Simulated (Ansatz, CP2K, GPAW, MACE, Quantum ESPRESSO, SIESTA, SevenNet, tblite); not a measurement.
**Random rock-salt alloy of CaS and PbS (64 atoms) in tblite**

Aim: run random rock-salt alloy of CaS and PbS (64 atoms) in tblite and see how near its forces come to a plane-wave reference, and at what cost.

Calculated with tblite 0.8.0; the method is named at each step.

### 1. The structure

The cell holds 64 atoms: 20 Pb, 32 S and 12 Ca. Cell: a = 11.688 Å, b = 11.688 Å, c = 11.688 Å, α = 90.0°, β = 90.0°, γ = 90.0°. It derives from CaS (rock-salt), repeated 2×2×2. Rock-salt CaS, 2 x 2 x 2 conventional cells, 20 of 32 Ca sites given to Pb at random (x = 0.625), lattice by Vegard's rule (a = 5.844 Å); not relaxed, displaced by a Gaussian of 0.02 Å. Then every atom was moved at random, 0.05 Å r.m.s. a Cartesian component.

The yardstick, on the same geometry:

- method: Kohn-Sham DFT, PBE, SSSP efficiency 1.3.0 pseudopotentials, plane waves (Quantum ESPRESSO 7.5); sssp-pbe-1.3.0-efficiency, cutoffs 45/360 Ry, Γ point
- r.m.s. force component: 0.3359 eV/Å
- longest force: 1.231 eV/Å
- pressure: 3.294 GPa
- gap (highest filled to lowest empty level): 1.077 eV
- time: 7.7 min on 4 MPI ranks of Arm Neoverse V2, shared host
- CPU time: 31 min

### 2. GFN2-xTB

Method: GFN2-xTB tight binding, diagonalisation.

The input, run.py:

```python
import numpy as np
from ase.io import read
from tblite.ase import TBLite

atoms = read("structure.xyz")
atoms.calc = TBLite(method="GFN2-xTB", electronic_temperature=580, accuracy=1.0, max_iterations=250, mixer_damping=0.1, verbosity=1)
energy = atoms.get_potential_energy()
forces = atoms.get_forces()
print(f"energy {energy:.6f} eV")
print("forces (eV/A)")
for i, (a, f) in enumerate(zip(atoms, forces)):
    print(f"{i:4d} {a.symbol:2s} {f[0]:10.5f} {f[1]:10.5f} {f[2]:10.5f}")
stress = -atoms.get_stress(voigt=False) * 160.21766
print("stress (GPa, compression positive)")
for row in stress:
    print(" ".join(f"{x:10.4f}" for x in row))
print("charges (e)")
print(np.array2string(atoms.get_charges(), precision=4, suppress_small=True, max_line_width=110, threshold=100000))
```

The input, structure.xyz:

```xyz
64
Lattice="11.68760 0.00000 0.00000 0.00000 11.68760 0.00000 0.00000 0.00000 11.68760" Properties=species:S:1:pos:R:3 pbc="T T T"
Pb 0.05891 0.04336 11.67895
S 2.95556 0.02571 11.65137
Pb 11.65289 2.84172 2.89011
S 2.94387 2.90858 2.79345
Ca 2.86428 11.61362 3.01563
S 11.66481 0.01578 2.87912
Ca 2.90706 2.94294 11.66107
S 0.05294 2.92108 11.68550
Pb 0.01543 0.04850 5.81026
S 2.88485 11.61736 5.86460
Ca 11.65289 2.85142 8.83816
S 2.90671 2.93815 8.74069
Ca 2.98583 0.06358 8.74361
S 11.68690 11.66481 8.72900
Pb 2.94563 2.94037 5.82861
S 0.02466 2.93733 5.80102
Pb 0.02770 5.82849 11.64716
S 2.93172 5.83141 11.57739
Pb 11.67428 8.74910 2.96456
S 2.91161 8.71404 2.87877
Ca 2.90974 5.85525 2.95860
S 0.06884 5.86858 2.93359
Pb 2.93464 8.80345 11.66680
S 11.64459 8.77891 11.67346
Pb 11.62460 5.89113 5.76654
S 2.92178 5.78641 5.82159
Pb 11.59585 8.75004 8.77412
S 2.85785 8.84997 8.86353
Pb 2.96386 5.73405 8.79118
S 11.62238 5.80535 8.74957
Ca 3.01727 8.84366 5.85373
S 0.03740 8.70609 5.81844
Ca 5.92713 0.01905 0.03004
S 8.70831 11.64810 11.67731
Pb 5.83328 2.85493 2.92938
S 8.66998 2.93078 2.82653
Pb 8.71813 0.03892 2.97543
S 5.81259 0.04710 2.84874
Pb 8.68821 3.01049 11.67404
S 5.80804 2.95626 11.67206
Ca 5.88097 11.67895 5.83655
S 8.75273 11.61958 5.78980
Pb 5.81049 2.88532 8.78580
S 8.82554 2.93452 8.73671
Pb 8.75915 0.02045 8.81432
S 5.84240 11.62601 8.81327
Ca 8.71334 2.96409 5.79845
S 5.84590 2.92424 5.88436
Ca 5.82066 5.90715 11.66411
S 8.79784 5.91685 11.63699
Pb 5.92199 8.76617 2.91477
S 8.83127 8.76664 2.99074
Pb 8.70925 5.87232 2.86393
S 5.74960 5.82148 2.97625
Ca 8.83173 8.72701 11.64926
S 5.79483 8.89707 0.01216
[... 4 atom lines left out ...]
Pb 8.77108 5.84953 8.72269
S 5.93391 5.90165 8.63351
Pb 8.72994 8.82671 5.79506
S 5.79273 8.78615 5.90352
```

Started as:

```sh
> OMP_NUM_THREADS=1 python run.py > output.txt
```

What it wrote:

```text
------------------------------------------------------------
  cycle        total energy    energy error   density error
------------------------------------------------------------
      1     -153.6144369643  -1.5378807E+02   4.4280992E-01
      2     -154.6204627421  -1.0060258E+00   3.8822987E-01
      3     -158.9000557433  -4.2795930E+00   4.3512231E-01
      4     -159.0984081050  -1.9835236E-01   3.8886294E-01
      5     -159.5569529957  -4.5854489E-01   2.2866210E-01
      6     -156.9014450022   2.6555080E+00   6.9756625E-01
      7     -157.3646434644  -4.6319846E-01   6.6262662E-01
      8     -157.7552152090  -3.9057174E-01   3.9006672E-01
      9     -159.1748402734  -1.4196251E+00   1.3208715E-01
     10     -159.2924670116  -1.1762674E-01   1.0809150E-01
[... 115 lines of further cycles ...]
    126     -159.5900890385   3.4900702E-07   2.5428830E-04
    127     -159.5900885637   4.7486853E-07   3.0890194E-04
    128     -159.5900895774  -1.0137321E-06   9.1407843E-05
    129     -159.5900895562   2.1196087E-08   8.5930529E-05
    130     -159.5900896075  -5.1267051E-08   4.6138002E-05
    131     -159.5900895990   8.4517637E-09   7.6298970E-05
    132     -159.5900895844   1.4639312E-08   7.7201667E-05
    133     -159.5900896223  -3.7881478E-08   2.0536688E-05
    134     -159.5900896208   1.4880186E-09   2.4195619E-05
    135     -159.5900896252  -4.4667843E-09   1.8431453E-05
------------------------------------------------------------
 total:                                   9.988 sec
energy -4342.667534 eV
forces (eV/A)
   0 Pb   -0.25421   -0.36743    0.00685
   1 S    -0.36722   -0.02877    0.06975
   2 Pb    0.01988   -0.01855    0.40942
   3 S    -0.03237    0.03078    0.16351
   4 Ca    0.01889   -0.05448   -0.25154
   5 S    -0.21822    0.01758   -0.02824
   6 Ca    0.00841    0.11875    0.16126
   7 S    -0.14179    0.00035    0.26736
   8 Pb   -0.27318    0.31467    0.25210
   9 S    -0.08385    0.27999   -0.12118
  10 Ca   -0.08544    0.17299   -0.55490
  11 S     0.28269    0.12253   -0.02390
  12 Ca   -0.06987   -0.07229    0.37054
  13 S    -0.23281   -0.15819   -0.20262
  14 Pb   -0.06281    0.05854   -0.05322
  15 S     0.03603   -0.37444   -0.20077
  16 Pb   -0.21826    0.46057   -0.03333
  17 S    -0.18871   -0.04110    0.13740
  18 Pb   -0.06956   -0.37536   -0.09461
  19 S     0.06693    0.10754    0.23921
  20 Ca    0.14231   -0.34304   -0.24695
  21 S    -0.26136    0.32233   -0.02553
  22 Pb   -0.35151    0.01183    0.03454
  23 S    -0.05272   -0.03212    0.15373
[...]
56 Pb   -0.26963   -0.14095   -0.22447
  57 S     0.44312    0.01056    0.04768
  58 Ca   -0.38552   -0.08757    0.09065
  59 S     0.20590   -0.08943   -0.18293
  60 Pb    0.20031    0.03615   -0.14604
  61 S    -0.12604   -0.15173    0.22186
  62 Pb    0.16120   -0.34257    0.24814
  63 S     0.17485   -0.15534   -0.33633
stress (GPa, compression positive)
   -4.2558    -0.0362    -0.0175
   -0.0362    -2.0744     0.0255
   -0.0175     0.0255    -2.0837
charges (e)
[ 0.5374 -0.5582  0.554  -0.6118  0.6775 -0.5461  0.6421 -0.5314  0.5336 -0.5713  0.6339 -0.4993  0.6531
 -0.5436  0.4272 -0.5694  0.5361 -0.4951  0.5869 -0.6218  0.6646 -0.5886  0.424  -0.6298  0.5957 -0.5241
  0.4989 -0.5354  0.5024 -0.6001  0.6466 -0.557   0.6747 -0.5678  0.5541 -0.6022  0.5201 -0.5597  0.4315
 -0.6036  0.6321 -0.5427  0.4626 -0.5599  0.5073 -0.5528  0.6147 -0.5586  0.6391 -0.5471  0.5217 -0.5627
  0.5401 -0.5377  0.6211 -0.5683  0.4865 -0.5977  0.6336 -0.5758  0.5662 -0.5208  0.4466 -0.5253]
```

It took 11 s on 1 thread of Arm Neoverse V2, shared host; peak memory 0.12 GiB.

Banners, paths, timers and routine set-up lines are dropped from the logs unmarked, and long logs keep their key lines alone; longer cuts are marked.

Numbers from this run, and their distance from the reference:

| Property | Result |
| --- | --- |
| r.m.s. force component | 0.2217 eV/Å |
| r.m.s. difference of force components | 362.4 meV/Å |
| longest difference of force vectors | 1131 meV/Å |
| force difference over r.m.s. force | 107.9 % |
| slope of forces against the reference's | 0.1358 |
| correlation of force components | 0.2058 |
| pressure | -2.805 GPa |
| pressure difference | -6.099 GPa |

Length of the force difference by element (eV/Å):

| element | atoms | mean | most |
| --- | --- | --- | --- |
| Ca | 12 | 0.34 | 0.53 |
| Pb | 20 | 0.34 | 0.72 |
| S | 32 | 0.79 | 1.1 |

The surroundings of S46, which bears the longest force, nearest first, numbered as they follow in the input and with coordinates relative to it.

| atom | x | y | z | distance (Å) | bonds | Mulliken charge (e) | Fx | Fy | Fz (eV/Å) |
| --- | --- | --- | --- | --- | --- | --- | --- | --- | --- |
| S46 | 0.00 | 0.00 | 0.00 | 0.00 | 6 | -0.55 | 0.36 | 0.59 | -0.10 |
| Ca59 | 0.11 | -2.83 | -0.02 | 2.83 | 6 | 0.63 | -0.39 | -0.09 | 0.09 |
| Ca13 | -2.86 | 0.13 | -0.07 | 2.86 | 6 | 0.65 | -0.07 | -0.07 | 0.37 |
| Ca33 | 0.08 | 0.08 | 2.90 | 2.91 | 6 | 0.67 | 0.06 | -0.06 | -0.20 |
| Pb45 | 2.92 | 0.08 | 0.00 | 2.92 | 6 | 0.51 | 0.13 | 0.09 | 0.61 |
| Pb43 | -0.03 | 2.95 | -0.03 | 2.95 | 6 | 0.46 | 0.21 | -0.08 | 0.09 |
| Ca41 | 0.04 | 0.05 | -2.98 | 2.98 | 6 | 0.63 | -0.14 | 0.22 | -0.13 |
| S56 | -0.05 | -2.73 | 2.89 | 3.97 | 6 | -0.57 | 0.13 | -0.38 | 0.40 |
| S2 | -2.89 | 0.09 | 2.84 | 4.05 | 6 | -0.56 | -0.37 | -0.03 | 0.07 |

Atoms are counted from 1 here, from 0 in the log.

Forces lie 108 % from the reference's, at 0.0057 times its CPU time (on 1 against 4 cores); the SCF took 135 steps, which the time reflects.

### 3. GFN1-xTB

Method: GFN1-xTB tight binding, diagonalisation.

run.py, as its differences from that of step 2:

```diff
@@ -5,3 +5,3 @@
 atoms = read("structure.xyz")
-atoms.calc = TBLite(method="GFN2-xTB", electronic_temperature=580, accuracy=1.0, max_iterations=250, mixer_damping=0.1, verbosity=1)
+atoms.calc = TBLite(method="GFN1-xTB", electronic_temperature=580, accuracy=1.0, max_iterations=250, mixer_damping=0.1, verbosity=1)
 energy = atoms.get_potential_energy()
```

structure.xyz is that of step 2.

What it wrote:

```text
------------------------------------------------------------
  cycle        total energy    energy error   density error
------------------------------------------------------------
      1     -146.5846634590  -1.4612752E+02   9.0461010E-01
      2     -156.6322284963  -1.0047565E+01   6.2367582E-01
      3     -160.1651721714  -3.5329437E+00   3.8965670E-01
      4     -153.1117760407   7.0533961E+00   6.1667310E-01
      5     -148.7827372668   4.3290388E+00   8.1496079E-01
      6     -150.2036535388  -1.4209163E+00   8.1149066E-01
      7     -148.9385533513   1.2651002E+00   8.0443413E-01
      8     -153.3979748044  -4.4594215E+00   6.0023898E-01
      9     -159.3431266646  -5.9451519E+00   3.0143333E-01
     10     -160.6349798418  -1.2918532E+00   2.0409036E-01
     11     -161.7941815382  -1.1592017E+00   5.0019688E-02
     12     -161.6973916413   9.6789897E-02   8.3737963E-02
[...]
26     -161.8220404361  -1.0577966E-07   1.1529983E-04
     27     -161.8220401670   2.6918025E-07   1.6999075E-04
     28     -161.8220406290  -4.6204633E-07   2.5490845E-05
     29     -161.8220406342  -5.1799134E-09   2.3104427E-05
     30     -161.8220406358  -1.6392221E-09   1.5473914E-05
------------------------------------------------------------
 total:                                   3.310 sec
energy -4403.402015 eV
forces (eV/A)
   0 Pb   -0.09319   -0.32771    0.16765
   1 S    -0.32015    0.05290    0.04972
   2 Pb    0.21391   -0.20038    0.14825
   3 S    -0.34779    0.01570   -0.18558
   4 Ca   -0.07163    0.24444   -0.16241
   5 S    -0.19850    0.22886    0.08375
   6 Ca    0.21153   -0.16835    0.42288
   7 S    -0.09280   -0.05308    0.17761
   8 Pb   -0.13438    0.17366    0.08279
   9 S     0.10378    0.07286   -0.13376
  10 Ca   -0.13193    0.46425   -0.31484
  11 S     0.26161   -0.01238    0.09526
[...]
59 S    -0.08497   -0.01944   -0.08587
  60 Pb    0.41253   -0.09033   -0.46924
  61 S    -0.63175   -0.08122    0.56999
  62 Pb    0.50913   -0.55885    0.09328
  63 S     0.43544   -0.00757   -0.23290
stress (GPa, compression positive)
   -9.1243    -0.0305     0.1106
   -0.0305    -6.6641     0.0244
    0.1106     0.0244    -6.2804
charges (e)
[ 0.5081 -0.1832  0.4914 -0.2814  0.0557 -0.3704 -0.056  -0.2758  0.5082 -0.1688 -0.1427 -0.1805  0.0567
 -0.2785  0.39   -0.28    0.4954 -0.1891  0.5384 -0.2794 -0.0438 -0.3724  0.4026 -0.3984  0.5277 -0.2857
  0.42   -0.2257  0.4623 -0.3851 -0.0831 -0.3958  0.0761 -0.2914  0.5772 -0.3842  0.4912 -0.2519  0.3562
 -0.2774  0.0377 -0.2794  0.4667 -0.2758  0.5173 -0.1682 -0.2266 -0.2896 -0.0064 -0.2663  0.5383 -0.3859
  0.4805 -0.2829 -0.1566 -0.1741  0.4377 -0.3774 -0.0188 -0.2703  0.5539 -0.2811  0.3402 -0.1891]
```

Run time: 3.8 s. Hardware: 1 thread; peak memory 0.12 GiB.

Compared with the plane-wave run:

```yaml
r_m_s_force_component: 0.2879 eV/Å
r_m_s_difference_of_force_components: 321.8 meV/Å
longest_difference_of_force_vectors: 1064 meV/Å
force_difference_over_r_m_s_force: 95.81 %
slope_of_forces_against_the_reference_s: 0.4083
correlation_of_force_components: 0.4764
pressure: -7.356 GPa
pressure_difference: -10.65 GPa
```

Against the first run (108 %), the force difference from the reference is 96 %, at 0.36 times the CPU time (30 SCF steps against 135).

### 4. All runs compared

Differences are against the plane-wave reference, forces as r.m.s. over components; share is that over the reference's r.m.s. force, slope the least-squares factor from reference forces to these. Total energies of different programs have different zeros and aren't compared.

| run | Δ force, r.m.s. (meV/Å) | share (%) | slope | Δ pressure (GPa) | cores | CPU time | memory (GiB) |
| --- | --- | --- | --- | --- | --- | --- | --- |
| reference | - | - | - | - | 4 | 31 min | 3.6 |
| tblite GFN2-xTB | 362 | 108 | 0.136 | -6.10 | 1 | 11 s | 0.12 |
| tblite GFN1-xTB | 322 | 95.8 | 0.408 | -10.7 | 1 | 3.8 s | 0.12 |

CPU time is summed over cores on a shared host, where runs went side by side, so it is rough. Symmetry, cutoffs, thresholds, outputs and thread counts weren't matched or tuned between programs; memory under MPI is the largest rank's times the ranks.

### 5. Outcome

| Item | Value |
| --- | --- |
| nearest in forces | tblite GFN1-xTB, 96 % |
| its CPU time | 3.8 s |

What this shows: Tight binding differs by 96 % (tblite GFN1-xTB) to 108 % (tblite GFN2-xTB); it is another model, with fitted parameters of its own, and the xTB methods hold dispersion. tblite GFN2-xTB needed 135 SCF steps, so its time overstates the method's usual cost. Of the electronic-structure runs that take under half the reference's CPU time, tblite GFN1-xTB comes nearest, at 96 % in 3.8 s against 31 min, too far off to be of use; its pressure misses by -10.7 GPa. Periodic xTB results under one method name differ between programs and library versions. The reference's pressure holds the uncorrected Pulay stress of its 45 Ry basis, so small pressure differences, and their order, may be the reference's own error. The host structure and its lattice constant were typed by rule, without a check against the phase diagram. The reference's pressure of 3.3 GPa belongs to a cell and atoms that aren't relaxed at this level. The electronic-structure runs sample only Γ, in a cell whose shortest periodic width is 12 Å. Spin–orbit coupling is left out, which matters for the levels of the heavy elements.

[Also dropped from logs without a mark: logging warnings of Python, and SIESTA's first energy breakdown and zero terms.]

[Logs are printed without paths, hosts, clocks, repeated set-up lines and the standing remarks that a program may print on its own settings, such as how far it seeks lower states.]

[Hosts, paths, dates, database ids (printed as entryN), source tags and the programs' standing remarks are cut or masked in the printed files.]
